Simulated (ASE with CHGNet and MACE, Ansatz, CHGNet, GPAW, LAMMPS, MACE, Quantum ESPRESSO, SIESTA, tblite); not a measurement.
# Running glassy 65P2O5-35BaO (mol %) (89 atoms) with machine-learned potentials

How do the settings of machine-learned potentials change the result for glassy 65P2O5-35BaO (mol %) (89 atoms)? A plane-wave run serves as the yardstick.

Calculated with ASE with CHGNet and MACE; the method is named at each step.

## (1) The starting structure

The cell holds 89 atoms: 22 P, 6 Ba and 61 O. Its edges and angles: a = 11.076 Å, b = 11.076 Å, c = 11.076 Å, α = 90.0°, β = 90.0°, γ = 90.0°. 89 atoms (22 P, 6 Ba, 61 O) placed at random at 3.09 g/cm³, melted at 4000 K for 10 ps at fixed volume with the Morse and Coulomb pair potential with partial charges (Pedone, Malavasi, Menziani, Cormack and Segre, J. Phys. Chem. B 110, 11780 (2006)). Quenched from 4000 K to 300 K at 10 K/ps and fixed volume, held 10 ps at zero pressure.

The yardstick, on the same geometry:

```
method                                           : Kohn-Sham DFT, PBE, SSSP efficiency 1.3.0 pseudopotentials, plane waves (Quantum ESPRESSO 7.5); sssp-pbe-1.3.0-efficiency, cutoffs 60/480 Ry, Γ point
r.m.s. force component                           : 1.49 eV/Å
longest force                                    : 7.722 eV/Å
pressure                                         : 2.577 GPa
gap (highest filled to lowest empty level) : 0.53 eV
time                                             : 7.1 min on 4 MPI ranks of Arm Neoverse V1, shared host
CPU time                                         : 28 min
```

## (2) CHGNet 0.3.0 potential

Method: machine-learned interatomic potential CHGNet 0.3.0, trained on PBE(+U) plane-wave data.

run.py

```python
import numpy as np
from ase.io import read
import mlip  # loads the published weights by name

atoms = read("structure.xyz")
atoms.calc = mlip.calc("chgnet-0.3.0")
energy = atoms.get_potential_energy()
forces = atoms.get_forces()
print(f"energy {energy:.6f} eV")
print("forces (eV/A)")
for i, (a, f) in enumerate(zip(atoms, forces)):
    print(f"{i:4d} {a.symbol:2s} {f[0]:10.5f} {f[1]:10.5f} {f[2]:10.5f}")
stress = -atoms.get_stress(voigt=False) * 160.21766
print("stress (GPa, compression positive)")
for row in stress:
    print(" ".join(f"{x:10.4f}" for x in row))
```

structure.xyz

```xyz
89
Lattice="11.07620 0.00000 0.00000 0.00000 11.07620 0.00000 0.00000 0.00000 11.07620" Properties=species:S:1:pos:R:3 pbc="T T T"
P 10.05974 9.28739 0.47041
P 6.02279 6.18639 9.83766
P 2.74546 8.33938 0.54739
P 5.44417 9.33591 4.31352
P 4.64403 0.35189 8.00698
P 7.29124 10.68023 0.81454
P 3.26549 4.85570 10.42403
P 0.66956 9.60307 7.07459
P 2.76805 1.89481 9.95761
P 1.98862 7.29744 8.83936
P 5.19507 3.29085 2.16241
P 6.69977 1.04404 3.69059
P 9.45907 1.95307 4.83952
P 0.32276 1.48476 7.98871
P 2.42248 8.92897 4.54756
P 2.50411 0.20657 1.46660
P 10.17327 6.67075 9.90511
P 5.68120 8.08718 1.28141
P 0.02570 1.70596 2.26265
P 7.07082 5.76583 2.76296
P 6.05979 2.49392 6.61116
P 9.78228 8.88721 3.50672
Ba 7.59584 8.86727 7.60071
Ba 8.77556 5.67677 6.22549
Ba 0.82817 5.65817 2.43422
Ba 4.58931 5.99477 5.89642
Ba 2.71611 2.04079 4.88305
Ba 8.43298 2.97119 10.42281
O 1.56828 9.43017 5.70347
O 10.64113 1.76311 3.75251
O 7.20806 0.16116 2.25844
O 7.26300 3.30979 6.96870
O 2.36001 5.78432 9.61126
O 2.68421 8.03933 10.09773
O 4.73541 3.30481 6.74950
O 9.70851 1.18670 6.09656
O 9.20831 3.46375 4.77606
O 1.53760 8.80093 8.06148
O 3.92253 1.21672 9.11516
O 8.63855 9.95329 0.49610
O 8.53178 5.67965 2.47099
O 0.69858 0.01584 7.49704
O 2.87804 3.42930 10.03736
O 6.94932 0.65981 10.92844
O 9.13288 6.58513 8.80934
O 4.12544 7.96589 1.07605
O 1.94620 9.58280 3.28786
O 8.14189 1.39228 4.10130
O 9.94211 1.43614 1.36082
O 5.95157 7.39248 10.86520
O 2.78721 6.88330 7.63693
O 1.47435 1.62576 9.10951
O 5.47629 8.80536 2.90495
O 9.82392 7.95891 10.72863
O 4.84030 3.10632 0.75451
O 10.36699 9.04283 7.19211
[... 29 atom lines left out ...]
O 0.71486 2.47188 6.92994
O 10.13627 1.53837 8.78309
O 3.04130 5.26585 0.76969
O 10.37818 5.40840 10.69762
```

Run with:

```console
> OMP_NUM_THREADS=1 python run.py > output.txt
```

The log of the run:

```text
CHGNet v0.3.0 initialized with 412,525 parameters
CHGNet will run on cpu
energy -661.169495 eV
forces (eV/A)
   0 P     1.48494    1.30795   -0.24037
   1 P     1.19183   -0.51615    0.43513
   2 P    -3.47435    0.08122   -0.65627
   3 P    -0.42026   -0.83456   -1.47522
   4 P    -1.96327   -4.10234   -2.36783
   5 P     0.00379    1.59244    1.83513
   6 P    -0.05701    6.95082    3.14744
   7 P     0.12976   -2.45212    1.15823
   8 P    -1.03118   -2.58596   -3.36389
   9 P     0.37279   -0.64481   -0.72802
  10 P    -1.19819    2.28386   -0.49716
  11 P     0.68381    0.57619    0.37600
  12 P    -0.22883    2.44224    1.97581
  13 P    -1.65381    1.46522   -0.58088
  14 P    -1.71781   -1.51243   -4.82187
  15 P     1.84614   -0.03140    2.55740
  16 P     0.42947   -2.99356   -0.93615
  17 P     1.12303    0.22648    0.00526
  18 P    -2.59079    3.45268   -3.09882
  19 P     2.28386   -2.22642    1.90108
  20 P    -1.72043    3.34478   -0.65590
  21 P    -1.76335    0.20348    1.54798
  22 Ba   -0.07131    0.71481    0.52477
  23 Ba    0.29725   -1.24208   -0.91620
[...]
81 O     0.21992    0.70954    0.18381
  82 O     1.11988    1.31160    0.35011
  83 O     3.15766   -0.43708    2.09100
  84 O    -0.04475    1.27652   -0.85144
  85 O     0.67812    0.04551    0.07177
  86 O     0.14037    0.13270   -0.12024
  87 O    -0.27855   -1.55410    0.32496
  88 O    -0.27889    0.58144    0.55572
stress (GPa, compression positive)
    3.0492    -0.0566     0.6783
   -0.0566     2.2231    -0.9378
    0.6783    -0.9378     1.4401
```

It took 4.7 s on 1 thread of Arm Neoverse V1, shared host; peak memory 1.1 GiB.

Banners, paths, timers and routine set-up lines are dropped from the logs unmarked, and long logs keep their key lines alone; longer cuts are marked.

Numbers from this run, and their distance from the reference:

- r.m.s. force component: 1.364 eV/Å
- r.m.s. difference of force components: 428 meV/Å
- longest difference of force vectors: 2864 meV/Å
- force difference over r.m.s. force: 28.72 %
- slope of forces against the reference's: 0.8775
- correlation of force components: 0.9589
- pressure: 2.237 GPa
- pressure difference: -0.3395 GPa

Length of the force difference by element (eV/Å):

```
element  atoms  mean  most
     Ba      6  0.37  0.51
      O     61  0.52   2.1
      P     22  0.88   2.9
```

A closer look about P7, which bears the longest force: 10 atoms, nearest first, numbered in the order of the input, with positions taken from that point.

```
atom      x      y      z  distance (Å)  bonds     Fx     Fy  Fz (eV/Å)
  P7   0.00   0.00   0.00          0.00      4  -0.06   6.95       3.15
 O88  -0.22   0.41   1.42          1.50      2  -0.28  -1.55       0.32
 O43  -0.39  -1.43  -0.39          1.53      2   0.12  -2.17      -0.76
 O33  -0.91   0.93  -0.81          1.53      2  -0.63  -2.05      -0.76
 O73   1.44   0.54  -0.35          1.58      2  -1.32  -2.16      -0.56
 O55   1.57  -1.75   1.41          2.74      1   0.59  -1.09      -1.62
  P9  -0.50  -2.96  -0.47          3.04      4  -1.03  -2.59      -3.36
  P2   2.76   1.33  -0.59          3.12      4   1.19  -0.52       0.44
 P10  -1.28   2.44  -1.58          3.18      5   0.37  -0.64      -0.73
 O34  -0.58   3.18  -0.33          3.25      2   1.35   1.74      -1.06
```

Atoms are counted from 1 here, from 0 in the log.

Forces lie 29 % from the reference's, at 0.0027 times its CPU time (on 1 against 4 cores).

## (3) CHGNet r2SCAN potential

Method: machine-learned interatomic potential CHGNet r2SCAN, trained on r2SCAN plane-wave data.

run.py, as its differences from that of step 2:

```diff
@@ -5,3 +5,3 @@
 atoms = read("structure.xyz")
-atoms.calc = mlip.calc("chgnet-0.3.0")
+atoms.calc = mlip.calc("chgnet-r2scan")
 energy = atoms.get_potential_energy()
```

structure.xyz is that of step 2.

The log of the run:

```text
CHGNet vr2scan initialized with 412,525 parameters
CHGNet will run on cpu
energy -930.823914 eV
forces (eV/A)
   0 P     1.55516    1.26636   -0.11807
   1 P     0.89235   -0.74331    0.20771
   2 P    -3.19155   -0.06432   -0.47377
   3 P    -0.30672   -1.06259   -1.22807
   4 P    -1.78929   -3.45150   -2.11518
   5 P    -0.12648    1.50971    1.44542
   6 P    -0.11151    6.54613    3.00753
   7 P     0.15959   -2.04510    0.95206
   8 P    -1.26777   -2.87856   -2.83206
   9 P     0.66621   -0.56786   -0.89624
  10 P    -1.28794    1.98149   -0.62156
  11 P     0.85721    0.83384    0.21398
  12 P     0.13428    1.94828    2.11516
  13 P    -1.58029    1.45509   -0.81358
  14 P    -1.65301   -1.36033   -4.38004
  15 P     1.62304   -0.03793    2.45708
  16 P     0.28210   -2.59174   -0.79635
  17 P     0.76094    0.28917    0.18438
  18 P    -2.25475    3.10345   -2.68884
  19 P     2.29944   -2.11706    1.79490
  20 P    -1.32185    2.82214   -0.62692
  21 P    -1.71924    0.45551    1.72877
  22 Ba   -0.00776    0.63186    0.38466
  23 Ba    0.22970   -0.96312   -0.80449
[...]
81 O     0.10397   -0.03894   -0.23458
  82 O     0.75683    1.68548   -0.01630
  83 O     2.29677   -0.29120    1.47590
  84 O     0.02174    1.37893   -1.16196
  85 O     0.36813   -0.54161    0.72921
  86 O     0.82094    0.08540   -0.46581
  87 O    -0.01907   -1.45664   -0.72647
  88 O    -0.28837    1.17248   -0.03438
stress (GPa, compression positive)
   -2.1258    -0.0680     0.5478
   -0.0680    -2.4304    -0.6480
    0.5478    -0.6480    -3.6098
```

Elapsed: 4.4 s, on 1 thread; peak memory 1 GiB.

Against the reference:

```
r.m.s. force component                  : 1.212 eV/Å
r.m.s. difference of force components   : 639.8 meV/Å
longest difference of force vectors     : 2644 meV/Å
force difference over r.m.s. force      : 42.93 %
slope of forces against the reference's : 0.7386
correlation of force components         : 0.9081
pressure                                : -2.722 GPa
pressure difference                     : -5.299 GPa
```

Against the first run (29 %), the force difference from the reference is 43 %, at 0.93 times the CPU time; this potential was trained at another functional than the reference's, which explains only part of so large a difference.

## (4) MACE MPA-0 medium potential

Method: machine-learned interatomic potential MACE MPA-0 medium, trained on PBE(+U) plane-wave data.

run.py, as its differences from that of step 3:

```diff
@@ -5,3 +5,3 @@
 atoms = read("structure.xyz")
-atoms.calc = mlip.calc("chgnet-r2scan")
+atoms.calc = mlip.calc("mace-mpa-0-medium")
 energy = atoms.get_potential_energy()
```

structure.xyz is that of step 3.

The log of the run:

```text
energy -615.757046 eV
forces (eV/A)
   0 P     1.49647    1.15010    0.64028
   1 P     0.98237   -0.84040    0.23549
   2 P    -3.69887    0.14859   -0.79576
   3 P    -0.81121   -0.61450   -1.14797
   4 P    -1.77603   -3.39507   -2.77987
   5 P     0.21221    1.50222    1.90284
   6 P     0.44729    6.71493    3.34290
   7 P    -0.12789   -2.27442    0.69664
   8 P    -1.05742   -2.59038   -3.14364
   9 P     0.19027   -0.34111   -1.01987
  10 P    -0.97252    2.18250   -0.02537
  11 P     1.10241    0.61205    0.10306
  12 P    -0.12423    1.86974    1.46145
  13 P    -1.46480    1.39535   -0.89129
  14 P    -1.88066   -1.74916   -4.63951
  15 P     1.20247   -0.00138    2.65408
  16 P     0.17411   -2.48116   -0.80581
  17 P     1.47557    0.20929    0.33338
  18 P    -2.91272    3.00738   -3.11402
  19 P     2.46176   -2.29334    2.16297
  20 P    -1.59163    3.06788   -0.60386
  21 P    -1.80294    0.80218    1.51074
  22 Ba   -0.23862    0.85794    0.35856
  23 Ba    0.33229   -1.43946   -1.10875
[...]
81 O     0.29274    0.43345    0.10425
  82 O     1.09663    1.32453    0.33170
  83 O     3.23185   -0.46530    2.01575
  84 O     0.06944    1.39365   -1.12112
  85 O     0.84922    0.15553   -0.03842
  86 O    -0.02022    0.13380    0.08121
  87 O    -0.36150   -1.41132    0.35347
  88 O    -0.20301    0.53781    0.53400
stress (GPa, compression positive)
    2.6574    -0.0512     0.8317
   -0.0512     1.9391    -1.1389
    0.8317    -1.1389     0.9412
```

Wall time 10 s (1 thread); peak memory 0.98 GiB.

Numbers from this run, and their distance from the reference:

* r.m.s. force component: 1.362 eV/Å
* r.m.s. difference of force components: 308.4 meV/Å
* longest difference of force vectors: 2547 meV/Å
* force difference over r.m.s. force: 20.69 %
* slope of forces against the reference's: 0.8964
* correlation of force components: 0.9806
* pressure: 1.846 GPa
* pressure difference: -0.7311 GPa

Against the first run (29 %), the force difference from the reference is 21 %, at 2.1 times the CPU time.

## (5) Side by side

Differences are against the plane-wave reference, forces as r.m.s. over components; share is that over the reference's r.m.s. force, slope the least-squares factor from reference forces to these. Total energies of different programs have different zeros and aren't compared.

```
                        run  Δ force, r.m.s. (meV/Å)  share (%)  slope  Δ pressure (GPa)  cores  CPU time  memory (GiB)
                  reference                        -          -      -                 -      4    28 min           4.4
     CHGNet 0.3.0 potential                      428       28.7  0.877            -0.340      1     4.6 s           1.1
    CHGNet r2SCAN potential                      640       42.9  0.739             -5.30      1     4.3 s           1.0
MACE MPA-0 medium potential                      308       20.7  0.896            -0.731      1     9.6 s          0.98
```

Times of the machine-learned potentials are mostly Python's start and the loading of weights.

CPU time is summed over cores on a shared host, where runs went side by side, so it is rough. Symmetry, cutoffs, thresholds, outputs and thread counts weren't matched or tuned between programs; memory under MPI is the largest rank's times the ranks.

## (6) What came out

```json
{
 "nearest in forces": "MACE MPA-0 medium potential, 21 %",
 "its CPU time": "9.6 s"
}
```

Machine-learned potentials differ by 21 % (MACE MPA-0 medium potential) to 43 % (CHGNet r2SCAN potential); they were trained on other programs' data, some at another functional. The reference's pressure holds the uncorrected Pulay stress of its 60 Ry basis, so small pressure differences, and their order, may be the reference's own error. In our tests on small cells the SSSP efficiency potentials stood apart from two norm-conserving sets, for C–F bonds most and for P–O bonds less, so differences between them and other runs here needn't be the other run's error. Machine-learned potentials mimic data converged in k, so the reference's own k-point error enters their differences. The quench rate of 10 K/ps is many orders above laboratory rates, so the cell is likely richer in defects and strain than a real sample. The network of bonds at the start is that of the classical potential that made the cell, and needn't be the one that DFT or experiment would give. The electronic-structure runs sample only Γ, in a cell whose shortest periodic width is 11 Å. Spin–orbit coupling is left out, which matters for the levels of the heavy elements.

[Also dropped from logs without a mark: logging warnings of Python, and SIESTA's first energy breakdown and zero terms.]

[Logs are printed without paths, hosts, clocks, repeated set-up lines and the standing remarks that a program may print on its own settings, such as how far it seeks lower states.]

[Hosts, paths, dates, database ids (printed as entryN), source tags and the programs' standing remarks are cut or masked in the printed files.]
